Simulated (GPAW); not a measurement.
Consider MoS2 (R3m).

```cif
data_structure
_symmetry_space_group_name_H-M 'P 1'
_symmetry_Int_Tables_number 1
_cell_length_a 6.4149
_cell_length_b 6.4149
_cell_length_c 6.4149
_cell_angle_alpha 28.517
_cell_angle_beta 28.517
_cell_angle_gamma 28.517
_cell_volume 53.18
loop_
_atom_site_label
_atom_site_type_symbol
_atom_site_fract_x
_atom_site_fract_y
_atom_site_fract_z
_atom_site_occupancy
Mo1 Mo 0.00000 0.00000 0.00000 1
S2 S 0.41700 0.41700 0.41700 1
S3 S 0.25000 0.25000 0.25000 1
```

Absorber: atom 2, with 3 Mo at 2.39 Å (pyramidal, site symmetry 3m). Method: GPAW, PBE, full core hole (charged cell), 9-atom cell with 5.5 Å between holes, 5×5×4 k points, dipole transitions, Gaussian full width 0.9 eV up to 4 eV, rising linearly to 3.5 eV at 25 eV.

Predict the near-edge structure at the S K edge.

Main maxima up to 24 eV above the zero (height): 0.6 eV (3.77), 2.4 eV (1.35), 10.4 eV (1.21) and 20.0 eV (1.16). A K edge sees empty p states; the first features are S p mixed into the empty d states of the Mo neighbours, and the broad ones above probably into the cations' higher empty bands. The total-energy difference plus the lowest empty eigenvalue puts the zero at 2483.61 eV. One term is added: -16.94 eV, since the hole is spin-paired here and a spin-polarised one costs that much less in the free atom (computed apart). The photon energy is then 2466.67 eV. The functional and the charged cell's background leave an error of a few eV in such absolute values.

The S K spectrum (energy from the lowest empty level; intensity scaled to a mean of 1 over the first 20 eV; polarised curves are means over the symmetry-equivalent atoms):

| E (eV) | isotropic | ε ⊥ c | ε ∥ c |
| --- | --- | --- | --- |
| -2.0 | 0.00 | 0.00 | 0.00 |
| -1.0 | 0.01 | 0.01 | 0.00 |
| 0.0 | 1.65 | 2.20 | 0.54 |
| 1.0 | 2.83 | 3.07 | 2.36 |
| 2.0 | 1.27 | 1.20 | 1.42 |
| 3.0 | 0.83 | 0.64 | 1.23 |
| 4.0 | 0.02 | 0.01 | 0.04 |
| 5.0 | 0.17 | 0.09 | 0.33 |
| 6.0 | 0.46 | 0.29 | 0.81 |
| 7.0 | 0.91 | 0.75 | 1.24 |
| 8.0 | 0.99 | 0.90 | 1.18 |
| 9.0 | 1.09 | 1.02 | 1.24 |
| 10.0 | 1.20 | 1.31 | 0.96 |
| 11.0 | 1.18 | 1.28 | 0.98 |
| 12.0 | 1.10 | 1.16 | 0.96 |
| 13.0 | 0.94 | 1.00 | 0.80 |
| 14.0 | 0.80 | 0.81 | 0.78 |
| 15.0 | 0.75 | 0.70 | 0.84 |
| 16.0 | 0.68 | 0.63 | 0.79 |
| 17.0 | 0.75 | 0.74 | 0.77 |
| 18.0 | 0.97 | 1.01 | 0.87 |
| 19.0 | 1.12 | 1.17 | 1.04 |
| 20.0 | 1.16 | 1.15 | 1.18 |
| 21.0 | 1.13 | 1.12 | 1.16 |
| 22.0 | 1.07 | 1.12 | 0.99 |
| 23.0 | 0.99 | 1.08 | 0.82 |
| 24.0 | 0.90 | 0.98 | 0.73 |
| 25.0 | 0.81 | 0.85 | 0.74 |
| 26.0 | 0.79 | 0.78 | 0.79 |
| 27.0 | 0.81 | 0.78 | 0.85 |
| 28.0 | 0.84 | 0.82 | 0.88 |
| 29.0 | 0.86 | 0.85 | 0.88 |
| 30.0 | 0.86 | 0.85 | 0.86 |
| 31.0 | 0.83 | 0.83 | 0.85 |
| 32.0 | 0.82 | 0.79 | 0.88 |

The crystal has 2 inequivalent S sites and not all are shown here, while a measurement adds them all. The holes are only 5.5 Å apart, so the shape is probably not converged with cell size; no larger cell was run here. The mesh is coarse (0.27 Å⁻¹ between points), so small maxima may be mesh ripples. The structure is a published determination, not relaxed.

[Banner, clock and machine lines of the logs are left out without a mark of their own.]

[Logs are printed without paths, hosts, clocks, repeated set-up lines and the standing remarks that a program may print on its own settings, such as how far it seeks lower states.]

[Hosts, paths, dates, database ids (printed as entryN), source tags and the programs' standing remarks are cut or masked in the printed files.]

[Lists of maxima count a maximum above −3 eV only where it reaches 4 % of the highest in the window and stands out from its surroundings by 2 % of it (1.5 % where it reaches 55 %); shoulders and weaker maxima are passed over, and of the rest the first, up to two pre-edge ones and the few strongest are named.]
